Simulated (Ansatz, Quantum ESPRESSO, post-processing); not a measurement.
# Zr(0001), 4 layers, one monolayer of Se on hcp sites: vacuum level and surface dipole, part 5 of 6

How much energy does it take to lift an electron out of Zr(0001), 4 layers, one monolayer of Se on hcp sites, and how far do the settings matter?

Quantum ESPRESSO 7.5; plane-wave DFT, PBE, GBRV ultrasoft pseudopotentials; geometry and cross-check by Ansatz 0.2.0 with PAW datasets.

So far. Step 8 (Self-consistent run: PBE, PseudoDojo norm-conserving): The upper face goes from 5.471 eV (PBE, GBRV) to 5.483 eV, a change of +0.012 eV, a small one, from the pseudopotentials and their cutoffs. Step 9 (Self-consistent run: Wu-Cohen, GBRV ultrasoft): The upper face goes from 5.471 eV (PBE, GBRV) to 5.536 eV, a change of +0.066 eV.

### Step 10. SCF with pw.x: PBEsol, GBRV ultrasoft

Level of this step: plane-wave DFT, PBEsol, GBRV ultrasoft pseudopotentials (Quantum ESPRESSO 7.5).

Contents of gbrv-pbesol.in:

```
&control
  prefix = 'gbrv-pbesol'
  outdir = './out'
  pseudo_dir = './pseudo'
  calculation = 'scf'
  tprnfor = .true.
/
&system
  ibrav = 0
  nat = 5
  ntyp = 2
  ecutwfc = 40
  ecutrho = 200
  occupations = 'smearing'
  smearing = 'mv'
  degauss = 0.02
  assume_isolated = 'esm'
  esm_bc = 'bc1'
/
&electrons
  conv_thr = 1e-07
  mixing_beta = 0.4
  electron_maxstep = 120
  mixing_mode = 'local-TF'
/
ATOMIC_SPECIES
  Zr  91.2240  zr_pbesol_v1.uspp.F.UPF
  Se  78.9710  se_pbesol_v1.uspp.F.UPF
CELL_PARAMETERS angstrom
  3.22999999998630 0.00000000000000 0.00000000000000
  1.61499999999315 2.79726205421187 0.00000000000000
  0.00000000000000 0.00000000000000 26.71808500000000
ATOMIC_POSITIONS crystal
  Zr  0.666666666667 0.666666666667 -0.182845471314
  Zr  -0.000000000000 -0.000000000000 -0.086555074714
  Zr  0.666666666667 0.666666666667 0.012342633780
  Zr  -0.000000000000 -0.000000000000 0.108899398665
  Se  0.666666666667 0.666666666667 0.182845471314
K_POINTS automatic
  12 12 1 0 0 0
```

Command:

```console
OMP_NUM_THREADS=1 mpirun -n 4 pw.x -nk 4 -in gbrv-pbesol.in > gbrv-pbesol.out
```

The log of the run:

```text
[banner, memory and clock lines left out]
Program PWSCF v.7.5 starts
[citation notice left out]

[...]
Message from routine setup:
[...]
bravais-lattice index     =            0
     lattice parameter (alat)  =       6.1038  a.u.
     unit-cell volume          =    1629.0620 (a.u.)^3
     number of atoms/cell      =            5
     number of atomic types    =            2
     number of electrons       =        54.00
     number of Kohn-Sham states=           32
     kinetic-energy cutoff     =      40.0000  Ry
     charge density cutoff     =     200.0000  Ry
     scf convergence threshold =      1.0E-07
     mixing beta               =       0.4000
     number of iterations used =            8  local-TF  mixing
     Exchange-correlation= SLA  PW   PSX  PSC
                           (   1   4  10   8   0   0   0)

     Effective Screening Medium Method
     Boundary Conditions: Vacuum-Slab-Vacuum
     total charge in unit cell        =   0.0000
     grid points for fit at edges     =        4

[...]
PseudoPot. # 1 for Zr read from file:
     ./pseudo/zr_pbesol_v1.uspp.F.UPF
     Pseudo is Ultrasoft + core correction, Zval = 12.0
     Generated by new atomic code, or converted to UPF format
     Using radial grid of  887 points,  6 beta functions with:
                l(1) =   0
                l(2) =   0
                l(3) =   1
                l(4) =   1
                l(5) =   2
                l(6) =   2
     Q(r) pseudized with  6 coefficients,  rinner =    1.200   1.200   1.200
                                                       1.200   1.200

     PseudoPot. # 2 for Se read from file:
     ./pseudo/se_pbesol_v1.uspp.F.UPF
     Pseudo is Ultrasoft + core correction, Zval =  6.0
     Generated by new atomic code, or converted to UPF format
     Using radial grid of  877 points,  6 beta functions with:
                l(1) =   0
                l(2) =   0
                l(3) =   1
                l(4) =   1
                l(5) =   2
                l(6) =   2
     Q(r) pseudized with  8 coefficients,  rinner =    1.300   1.300   1.300
                                                       1.300   1.300

     atomic species   valence    mass     pseudopotential
     Zr               12.00    91.22400     Zr( 1.00)
     Se                6.00    78.97100     Se( 1.00)

      6 Sym. Ops. (no inversion) found

[...]
number of k points=    19  Marzari-Vanderbilt smearing, width (Ry)=  0.0200
[...]
Dense  grid:    77813 G-vectors     FFT dimensions: (  27,  27, 240)

     Smooth grid:    55835 G-vectors     FFT dimensions: (  25,  25, 216)

     Initial potential from superposition of free atoms

     starting charge      53.9920, renormalised to      54.0000

     negative rho (up, down):  2.428E-01 0.000E+00
     Starting wfcs are   56 randomized atomic wfcs

     per-process dynamical memory:    68.8 Mb

     Self-consistent Calculation

     iteration #  1     ecut=    40.00 Ry     beta= 0.40
     Davidson diagonalization with overlap
     ethr =  1.00E-02,  avg # of iterations =  1.0

     negative rho (up, down):  2.424E-01 0.000E+00

     total energy              =    -439.73498973 Ry
     estimated scf accuracy    <       2.87235507 Ry

     iteration #  2     ecut=    40.00 Ry     beta= 0.40
[...]
negative rho (up, down):  2.427E-01 0.000E+00

[...]
total energy              =    -439.74539642 Ry
     estimated scf accuracy    <       0.69475163 Ry

     iteration #  3     ecut=    40.00 Ry     beta= 0.40
[...]
negative rho (up, down):  2.429E-01 0.000E+00

[...]
total energy              =    -439.76473668 Ry
     estimated scf accuracy    <       0.26508079 Ry

     iteration #  4     ecut=    40.00 Ry     beta= 0.40
[...]
negative rho (up, down):  2.436E-01 0.000E+00

[...]
total energy              =    -439.79532850 Ry
     estimated scf accuracy    <       0.19482193 Ry

     iteration #  5     ecut=    40.00 Ry     beta= 0.40
[...]
negative rho (up, down):  2.451E-01 0.000E+00

[...]
total energy              =    -439.79045285 Ry
     estimated scf accuracy    <       0.13574217 Ry

     iteration #  6     ecut=    40.00 Ry     beta= 0.40
[...]
c_bands:  1 eigenvalues not converged
[...]
negative rho (up, down):  2.453E-01 0.000E+00

[...]
total energy              =    -439.84154473 Ry
     estimated scf accuracy    <       1.63975862 Ry

[...]
iteration # 37     ecut=    40.00 Ry     beta= 0.40
[...]
negative rho (up, down):  2.470E-01 0.000E+00

[...]
total energy              =    -439.83029647 Ry
     estimated scf accuracy    <       0.00000103 Ry

     iteration # 38     ecut=    40.00 Ry     beta= 0.40
[...]
negative rho (up, down):  2.470E-01 0.000E+00

[...]
total energy              =    -439.83029530 Ry
     estimated scf accuracy    <       0.00000048 Ry

     iteration # 39     ecut=    40.00 Ry     beta= 0.40
[...]
negative rho (up, down):  2.470E-01 0.000E+00

[...]
total energy              =    -439.83029558 Ry
     estimated scf accuracy    <       0.00000023 Ry

     iteration # 40     ecut=    40.00 Ry     beta= 0.40
[...]
negative rho (up, down):  2.470E-01 0.000E+00

[...]
End of self-consistent calculation

          k = 0.0000 0.0000 0.0000 (  6965 PWs)   bands (ev):

   -53.8458 -53.5103 -53.4257 -53.2921 -32.1189 -31.8085 -31.4954 -31.4954
   -31.4744 -31.1977 -31.1977 -31.1755 -31.1178 -31.1178 -31.0200 -31.0200
   -18.4227 -10.1411  -9.5203  -8.6871  -7.9788  -5.9967  -4.9884  -4.6854
    -4.6854  -4.4954  -4.2592  -4.0278  -4.0276  -4.0108  -3.9085  -3.9069

          k = 0.0000 0.0962 0.0000 (  6947 PWs)   bands (ev):

   -53.8399 -53.5041 -53.4202 -53.2869 -32.1059 -31.7991 -31.5520 -31.5067
   -31.4676 -31.2444 -31.2096 -31.1970 -31.1427 -31.1289 -31.0638 -31.0297
   -18.3372  -9.9550  -9.3514  -8.5225  -7.7979  -6.0360  -5.1772  -4.9533
    -4.6509  -4.5393  -4.4759  -4.2966  -4.0488  -3.9192  -3.8683  -3.7598

[...]
the Fermi energy is    -4.9015 ev

!    total energy              =    -439.83029920 Ry
     estimated scf accuracy    <       0.00000001 Ry
     smearing contrib. (-TS)   =       0.00039691 Ry
     internal energy E=F+TS    =    -439.83069611 Ry

     The total energy is F=E-TS. E is the sum of the following terms:
     one-electron contribution =    8204.92818453 Ry
     hartree contribution      =   -4116.64341969 Ry
     xc contribution           =     -99.92655069 Ry
     ewald contribution        =   -4428.18891026 Ry

     convergence has been achieved in  40 iterations

     negative rho (up, down):  2.470E-01 0.000E+00

     Forces acting on atoms (cartesian axes, Ry/au):

     atom    1 type  1   force =     0.00000000    0.00000000    0.02717638
     atom    2 type  1   force =     0.00000000    0.00000000   -0.01966112
     atom    3 type  1   force =     0.00000000    0.00000000    0.00099932
     atom    4 type  1   force =     0.00000000    0.00000000    0.00124730
     atom    5 type  2   force =     0.00000000    0.00000000   -0.00965002

     Total force =     0.034940     Total SCF correction =     0.000478

[...]
```

It took 1.8 min on 4 MPI ranks of Arm Neoverse V2, shared host; peak memory 0.65 GiB; 7.2 min of CPU time.

This step gave:

```
free energy                                                    : -5984.1961 eV
Fermi energy                                                   : -4.902 eV
vacuum line at the lower end of the cell, over the Fermi level : 4.264 eV
vacuum line at the upper end of the cell, over the Fermi level : 5.539 eV
```

The potential energy, planar mean oscillates, so the rows of the table below give means over windows of 2.56 Å about each position, cut where the curve ends. Its maxima inside the range that stand out by 2 % of the span (Å: eV): -3.6: 0.0304, -1.0: 0.170, 1.7: 0.0466, 4.0: -2.32. Its minima: -4.9: -26.7, -2.3: -26.4, 0.3: -26.3, 2.9: -26.5, 4.9: -16.6.

Electrostatic potential energy of an electron; zero at the Fermi level. Potential energy, planar mean against z; means over each step:

```
 z (Å)  potential energy, planar mean (eV)
-12.08                                4.26
 -9.52                                4.26
 -6.96                                2.52
 -4.40                               -11.0
 -1.84                               -10.8
  0.72                               -10.8
  3.28                               -12.2
  5.84                               -2.25
  8.40                                5.53
 10.96                                5.54
```

The upper face goes from 5.471 eV (PBE, GBRV) to 5.539 eV, a change of +0.069 eV.

### Step 11. All levels side by side

All levels:

```
                                                  level  upper face (eV)  lower face (eV)  dipole (e Å)  CPU time (s)
                                  QE PBE GBRV, sawtooth            5.485            4.182      -0.06506         692.4
                                   QE PBE GBRV, ESM bc1            5.471             4.19             -         414.8
             QE PBE PseudoDojo norm-conserving, ESM bc1            5.483            4.201             -          1294
                    QE Wu-Cohen GBRV ultrasoft, ESM bc1            5.536            4.256             -         430.2
                      QE PBEsol GBRV ultrasoft, ESM bc1            5.539            4.264             -         430.5
Ansatz PBE PAW, sawtooth (time of the whole relaxation)            5.455            4.196      -0.06289         63.24
```

The times are CPU seconds on a shared host; the codes use unlike cutoffs, datasets and smearings, so their times compare unlike work.

### Step 12. SCF with pw.x, with degauss = 0.03 and nosym = True

How much does a setting matter? One run is repeated with a change.

Level of this step: plane-wave DFT, PBE, GBRV ultrasoft pseudopotentials (Quantum ESPRESSO 7.5).

Contents of esm.w0.in:

```
&control
  prefix = 'esm.w0'
  outdir = './out'
  pseudo_dir = './pseudo'
  calculation = 'scf'
  tprnfor = .true.
/
&system
  ibrav = 0
  nat = 5
  ntyp = 2
  ecutwfc = 40
  ecutrho = 200
  occupations = 'smearing'
  smearing = 'mv'
  degauss = 0.03
  assume_isolated = 'esm'
  esm_bc = 'bc1'
  nosym = .true.
/
&electrons
  conv_thr = 1e-07
  mixing_beta = 0.4
  electron_maxstep = 120
  mixing_mode = 'local-TF'
/
ATOMIC_SPECIES
  Zr  91.2240  zr_pbe_v1.uspp.F.UPF
  Se  78.9710  se_pbe_v1.uspp.F.UPF
CELL_PARAMETERS angstrom
  3.22999999998630 0.00000000000000 0.00000000000000
  1.61499999999315 2.79726205421187 0.00000000000000
  0.00000000000000 0.00000000000000 26.71808500000000
ATOMIC_POSITIONS crystal
  Zr  0.666666666667 0.666666666667 -0.182845471314
  Zr  -0.000000000000 -0.000000000000 -0.086555074714
  Zr  0.666666666667 0.666666666667 0.012342633780
  Zr  -0.000000000000 -0.000000000000 0.108899398665
  Se  0.666666666667 0.666666666667 0.182845471314
K_POINTS automatic
  12 12 1 0 0 0
```

Command:

```console
OMP_NUM_THREADS=1 mpirun -n 4 pw.x -nk 4 -in esm.w0.in > esm.w0.out
```

The log of the run:

```text
[banner, memory and clock lines left out]
Program PWSCF v.7.5 starts
[citation notice left out]

[...]
bravais-lattice index     =            0
     lattice parameter (alat)  =       6.1038  a.u.
     unit-cell volume          =    1629.0620 (a.u.)^3
     number of atoms/cell      =            5
     number of atomic types    =            2
     number of electrons       =        54.00
     number of Kohn-Sham states=           32
     kinetic-energy cutoff     =      40.0000  Ry
     charge density cutoff     =     200.0000  Ry
     scf convergence threshold =      1.0E-07
     mixing beta               =       0.4000
     number of iterations used =            8  local-TF  mixing
     Exchange-correlation= SLA  PW   PBE  PBE
                           (   1   4   3   4   0   0   0)

     Effective Screening Medium Method
     Boundary Conditions: Vacuum-Slab-Vacuum
     total charge in unit cell        =   0.0000
     grid points for fit at edges     =        4

[...]
PseudoPot. # 1 for Zr read from file:
     ./pseudo/zr_pbe_v1.uspp.F.UPF
     Pseudo is Ultrasoft + core correction, Zval = 12.0
     Generated by new atomic code, or converted to UPF format
     Using radial grid of  887 points,  6 beta functions with:
                l(1) =   0
                l(2) =   0
                l(3) =   1
                l(4) =   1
                l(5) =   2
                l(6) =   2
     Q(r) pseudized with  6 coefficients,  rinner =    1.200   1.200   1.200
                                                       1.200   1.200

     PseudoPot. # 2 for Se read from file:
     ./pseudo/se_pbe_v1.uspp.F.UPF
     Pseudo is Ultrasoft + core correction, Zval =  6.0
     Generated by new atomic code, or converted to UPF format
     Using radial grid of  877 points,  6 beta functions with:
                l(1) =   0
                l(2) =   0
                l(3) =   1
                l(4) =   1
                l(5) =   2
                l(6) =   2
     Q(r) pseudized with  8 coefficients,  rinner =    1.300   1.300   1.300
                                                       1.300   1.300

     atomic species   valence    mass     pseudopotential
     Zr               12.00    91.22400     Zr( 1.00)
     Se                6.00    78.97100     Se( 1.00)

     No symmetry found

[...]
number of k points=    74  Marzari-Vanderbilt smearing, width (Ry)=  0.0300
[...]
Dense  grid:    77813 G-vectors     FFT dimensions: (  27,  27, 240)

     Smooth grid:    55835 G-vectors     FFT dimensions: (  25,  25, 216)

     Initial potential from superposition of free atoms

     starting charge      53.9913, renormalised to      54.0000

     negative rho (up, down):  2.430E-01 0.000E+00
     Starting wfcs are   56 randomized atomic wfcs

     per-process dynamical memory:   116.2 Mb

     Self-consistent Calculation

     iteration #  1     ecut=    40.00 Ry     beta= 0.40
     Davidson diagonalization with overlap
     ethr =  1.00E-02,  avg # of iterations =  1.0

     negative rho (up, down):  2.427E-01 0.000E+00

     total energy              =    -440.12350646 Ry
     estimated scf accuracy    <       2.83755345 Ry

     iteration #  2     ecut=    40.00 Ry     beta= 0.40
[...]
negative rho (up, down):  2.431E-01 0.000E+00

[...]
total energy              =    -440.13064801 Ry
     estimated scf accuracy    <       0.73848964 Ry

     iteration #  3     ecut=    40.00 Ry     beta= 0.40
[...]
negative rho (up, down):  2.431E-01 0.000E+00

[...]
total energy              =    -440.16536364 Ry
     estimated scf accuracy    <       0.30913514 Ry

     iteration #  4     ecut=    40.00 Ry     beta= 0.40
[...]
negative rho (up, down):  2.434E-01 0.000E+00

[...]
total energy              =    -440.19633320 Ry
     estimated scf accuracy    <       0.23048301 Ry

     iteration #  5     ecut=    40.00 Ry     beta= 0.40
[...]
negative rho (up, down):  2.451E-01 0.000E+00

[...]
total energy              =    -440.16683616 Ry
     estimated scf accuracy    <       0.17369074 Ry

     iteration #  6     ecut=    40.00 Ry     beta= 0.40
[...]
c_bands:  1 eigenvalues not converged
     c_bands:  1 eigenvalues not converged
[...]
negative rho (up, down):  2.452E-01 0.000E+00

[...]
total energy              =    -440.21792894 Ry
     estimated scf accuracy    <       0.65846660 Ry

[...]
iteration # 50     ecut=    40.00 Ry     beta= 0.40
[...]
negative rho (up, down):  2.475E-01 0.000E+00

[...]
total energy              =    -440.22171173 Ry
     estimated scf accuracy    <       0.00000091 Ry

     iteration # 51     ecut=    40.00 Ry     beta= 0.40
[...]
negative rho (up, down):  2.475E-01 0.000E+00

[...]
total energy              =    -440.22171230 Ry
     estimated scf accuracy    <       0.00000082 Ry

     iteration # 52     ecut=    40.00 Ry     beta= 0.40
[...]
negative rho (up, down):  2.475E-01 0.000E+00

[...]
total energy              =    -440.22172443 Ry
     estimated scf accuracy    <       0.00000096 Ry

     iteration # 53     ecut=    40.00 Ry     beta= 0.40
[...]
negative rho (up, down):  2.475E-01 0.000E+00

[...]
End of self-consistent calculation

          k = 0.0000 0.0000 0.0000 (  6965 PWs)   bands (ev):

   -53.8360 -53.5142 -53.4342 -53.3181 -32.0859 -31.7875 -31.4708 -31.4708
   -31.4593 -31.1811 -31.1811 -31.1640 -31.1098 -31.1098 -31.0280 -31.0280
   -18.3325 -10.0360  -9.4187  -8.5871  -7.8718  -5.9209  -4.9010  -4.6057
    -4.6057  -4.4012  -4.1757  -3.9244  -3.9233  -3.9170  -3.8138  -3.8090

          k = 0.0000 0.0962 0.0000 (  6947 PWs)   bands (ev):

   -53.8302 -53.5081 -53.4287 -53.3130 -32.0728 -31.7781 -31.5281 -31.4820
   -31.4516 -31.2272 -31.1930 -31.1882 -31.1321 -31.1209 -31.0707 -31.0371
   -18.2473  -9.8508  -9.2506  -8.4233  -7.6919  -5.9591  -5.0910  -4.8673
    -4.5714  -4.4452  -4.3865  -4.2020  -3.9556  -3.8254  -3.7690  -3.6700

[...]
the Fermi energy is    -4.8096 ev

!    total energy              =    -440.22171331 Ry
     estimated scf accuracy    <       0.00000009 Ry
     smearing contrib. (-TS)   =      -0.00124574 Ry
     internal energy E=F+TS    =    -440.22046756 Ry

     The total energy is F=E-TS. E is the sum of the following terms:
     one-electron contribution =    8205.38045368 Ry
     hartree contribution      =   -4116.67397664 Ry
     xc contribution           =    -100.73803435 Ry
     ewald contribution        =   -4428.18891026 Ry

     convergence has been achieved in  53 iterations

     negative rho (up, down):  2.475E-01 0.000E+00

     Forces acting on atoms (cartesian axes, Ry/au):

     atom    1 type  1   force =     0.00000052    0.00000166    0.01824723
     atom    2 type  1   force =    -0.00000227    0.00000184   -0.01900389
     atom    3 type  1   force =     0.00000042   -0.00000410    0.00094836
     atom    4 type  1   force =     0.00000047    0.00000112    0.00049858
     atom    5 type  2   force =     0.00000087   -0.00000053   -0.00079107

     Total force =     0.026380     Total SCF correction =     0.001663

[...]
```

Elapsed: 6.9 min, on 4 MPI ranks; peak memory 0.81 GiB; 28 min of CPU time.

Beside the run it was changed from:

```
                                                           quantity   this run  unchanged run  difference
vacuum line at the upper end of the cell, over the Fermi level (eV)      5.457          5.471      -0.013
vacuum line at the lower end of the cell, over the Fermi level (eV)      4.162          4.190      -0.028
                                                   free energy (eV)  -5989.522      -5989.519     -0.0021
                                                      wall time (s)        414            104            
                                                     SCF iterations         53             39
```

The free energy moves by -0.42 meV an atom.

The free energy holds the smearing's entropy term, so it moves with degauss by construction.

Levels move by up to 28 meV, a modest change.

[end of part 5 of 6]

[Logs are printed without paths, hosts, clocks, repeated set-up lines and the standing remarks that a program may print on its own settings, such as how far it seeks lower states.]

[Hosts, paths, dates, database ids (printed as entryN), source tags and the programs' standing remarks are cut or masked in the printed files.]

[Maps of the electrostatic potential energy from Ansatz leave out the sawtooth potential of an applied field or a dipole correction, so their vacuum need not be flat; planar profiles and work functions include it.]
